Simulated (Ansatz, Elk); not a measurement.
# Bonding as seen by X-rays: BeAg, part 2 of 2

The structure of BeAg used here is made up (a known structure type with other elements) and was relaxed beforehand with PBE. The aim is the Fourier transform of its all-electron density, F(hkl), set beside the sum over free spherical atoms that refinements use.

Elk 11.2.3 (patched build); all-electron DFT.

So far: Set-up; Ground state and structure factors; The highest occupied states alone.

The structure was built from a prototype and need not be the compound's stable phase.

## Step 4: Another functional

Level of this step: DFT, LDA (Perdew-Wang), all-electron APW+lo, Dirac cores, scalar-relativistic bands, static density, no spin (Elk).

The difference from free atoms is small, so it is set against the change that LDA (Perdew-Wang) makes.

elk.in

```
tasks
  0
  195

xctype
  3

spinpol
  .false.

rgkmax
  7.0

gmaxvr
  14.0

lmaxo
  7

lmaxapw
  8

swidth
  0.002

tshift
  .false.

ramdisk
  .false.

hmaxvr
  5.5

maxscl
  120

epspot
  1e-06

sppath
  './'

avec
  5.57257762910 0.00000000000 0.00000000000
  0.00000000000 5.57257762910 0.00000000000
  0.00000000000 0.00000000000 5.57257762910

atoms
  2
  'Ag.in'
  1
  0.0000000000 -0.0000000000 -0.0000000000   0.000000 0.000000 0.000000
  'Be.in'
  1
  0.5000000000 0.5000000000 0.5000000000   0.000000 0.000000 0.000000

ngridk
  8 8 8
```

Launch:

```
$ OMP_NUM_THREADS=4 elk
```

Numbers of over 12 decimals in the logs are rounded to 6 here.

Log:

```text
┌─────────────────────────┐
│ Elk code version 11.2.3 │
└─────────────────────────┘

All units are atomic (Hartree, Bohr, etc.)

┌─────────────────────────────────────────────────┐
│ Ground-state run starting from atomic densities │
└─────────────────────────────────────────────────┘

Lattice vectors :
   5.572577629       0.000000000       0.000000000
   0.000000000       5.572577629       0.000000000
   0.000000000       0.000000000       5.572577629

Reciprocal lattice vectors :
   1.127518668       0.000000000       0.000000000
[...]
interstitial                :    2.145996566
 muffin-tins (core leakage)
  species : 1 (Ag)
   atom 1                    :    46.17596842     ( -0.5336294919E-05)
  species : 2 (Be)
   atom 1                    :    2.678035009     (  0.1202525823E-02)
 total in muffin-tins        :    48.85400343
 total calculated charge     :    50.99803157
 total charge                :    51.00000000
 error                       :   0.1968427171E-02

┌──────────────────────────────┐
│ Self-consistent loop stopped │
└──────────────────────────────┘

Warning : core states of species 2 leak from the muffin-tin :   0.1202525823E-02

Wrote STATE.OUT
[key lines of the parts left out:]
total energy                :     -5327.0391873151
```

The job ended after 3.3 s (4 threads of Arm Neoverse V2, shared host; peak memory 0.16 GiB; 8.2 s of CPU time).

Against the first run R = 0.05 %; the largest change is -0.021 at 111.

## Step 5: Basis size

A smaller basis shows how fast F responds to it; the change is likely larger than the basis error of the first run, but doesn't show convergence.

Changes to elk.in since step 4:

```diff
@@ -5,3 +5,3 @@
 xctype
-  3
+  20
 
@@ -11,3 +11,3 @@
 rgkmax
-  7.0
+  5.5
```

Launch:

```
$ OMP_NUM_THREADS=4 elk
```

Log:

```text
┌─────────────────────────┐
│ Elk code version 11.2.3 │
└─────────────────────────┘

All units are atomic (Hartree, Bohr, etc.)

┌─────────────────────────────────────────────────┐
│ Ground-state run starting from atomic densities │
└─────────────────────────────────────────────────┘

Lattice vectors :
   5.572577629       0.000000000       0.000000000
   0.000000000       5.572577629       0.000000000
   0.000000000       0.000000000       5.572577629

Reciprocal lattice vectors :
   1.127518668       0.000000000       0.000000000
[...]
interstitial                :    2.193609067
 muffin-tins (core leakage)
  species : 1 (Ag)
   atom 1                    :    46.13468127     ( -0.3322770787E-06)
  species : 2 (Be)
   atom 1                    :    2.671709667     (  0.1104514321E-02)
 total in muffin-tins        :    48.80639093
 total calculated charge     :    50.99769818
 total charge                :    51.00000000
 error                       :   0.2301823496E-02

┌──────────────────────────────┐
│ Self-consistent loop stopped │
└──────────────────────────────┘

Warning : core states of species 2 leak from the muffin-tin :   0.1104514321E-02

Wrote STATE.OUT
[key lines of the parts left out:]
total energy                :     -5332.0426163218
```

Run time: 5.4 s. Hardware: 4 threads; peak memory 0.16 GiB.

Against the first run R = 0.01 %; the largest change is +0.009 at 211.

## Step 6: Basis size

The basis and the expansions that go with it are enlarged, to see whether the differences are converged.

Changes to elk.in since step 5:

```diff
@@ -11,12 +11,12 @@
 rgkmax
-  5.5
+  8.5
 
 gmaxvr
-  14.0
+  18.0
 
 lmaxo
-  7
+  9
 
 lmaxapw
-  8
+  10
```

Launch:

```
$ OMP_NUM_THREADS=4 elk
```

Log:

```text
┌─────────────────────────┐
│ Elk code version 11.2.3 │
└─────────────────────────┘

All units are atomic (Hartree, Bohr, etc.)

┌─────────────────────────────────────────────────┐
│ Ground-state run starting from atomic densities │
└─────────────────────────────────────────────────┘

Lattice vectors :
   5.572577629       0.000000000       0.000000000
   0.000000000       5.572577629       0.000000000
   0.000000000       0.000000000       5.572577629

Reciprocal lattice vectors :
   1.127518668       0.000000000       0.000000000
[...]
interstitial                :    2.155262261
 muffin-tins (core leakage)
  species : 1 (Ag)
   atom 1                    :    46.16347432     ( -0.3322765671E-06)
  species : 2 (Be)
   atom 1                    :    2.681263422     (  0.1107467088E-02)
 total in muffin-tins        :    48.84473774
 total calculated charge     :    50.99898753
 total charge                :    51.00000000
 error                       :   0.1012466078E-02

┌──────────────────────────────┐
│ Self-consistent loop stopped │
└──────────────────────────────┘

Warning : core states of species 2 leak from the muffin-tin :   0.1107467088E-02

Wrote STATE.OUT
[key lines of the parts left out:]
total energy                :     -5332.0665950018
```

Elapsed: 11 s, on 4 threads; peak memory 0.16 GiB.

Against the first run R = 0.00 %; the largest change is +0.002 at 220.

## Step 7: Settings against the effect

| run | R against the first run (%) | R against neutral atoms, low angle (%) | wall time |
| --- | --- | --- | --- |
| PBE, rgkmax 7 | 0.00 | 0.61 | 5.6 s |
| LDA (Perdew-Wang) | 0.05 | 0.65 | 3.3 s |
| rgkmax 5.5 | 0.01 | 0.61 | 5.4 s |
| rgkmax 8.5 with larger expansions | 0.00 | 0.61 | 11 s |

## Step 8: Summary of results

| Item | Value |
| --- | --- |
| R against neutral atoms, sin θ/λ < 0.3 Å⁻¹ | 0.61 % |
| R against neutral atoms, 0.3 to 0.80 Å⁻¹ | 0.21 % |

**Reading.** Independent neutral atoms miss the calculated amplitudes by R = 0.61 % below 0.3 Å⁻¹ and 0.21 % from there to 0.80 Å⁻¹; by shells, 0.61 % 0.15 to 0.3 (3 forms), 0.19 % 0.3 to 0.45 (3 forms), 0.22 % above 0.45 (17 forms). Bonding, aspherical density and the tables' own atoms all enter these figures, and the runs don't part them. The largest change of an amplitude is -0.30 electrons, at 100. The window's part falls from 13.0 electrons at the origin to at most 0.20 between 0.45 and 0.80 Å⁻¹. Below 0.3 Å⁻¹ the changes that finished (LDA (Perdew-Wang), rgkmax 5.5 and rgkmax 8.5 with larger expansions) move F by R = 0.04 % at most, against the 0.61 % that separates it from free atoms. The k-mesh has no finished test. These runs have no spin, though d or f shells may be open. Part of the difference isn't bonding: the tables are fits to free atoms and ions calculated by other methods than this functional. Thermal motion, anomalous dispersion and extinction are left out.

[Logs are printed without paths, hosts, clocks, repeated set-up lines and the standing remarks that a program may print on its own settings, such as how far it seeks lower states.]

[Hosts, paths, dates, database ids (printed as entryN), source tags and the programs' standing remarks are cut or masked in the printed files.]
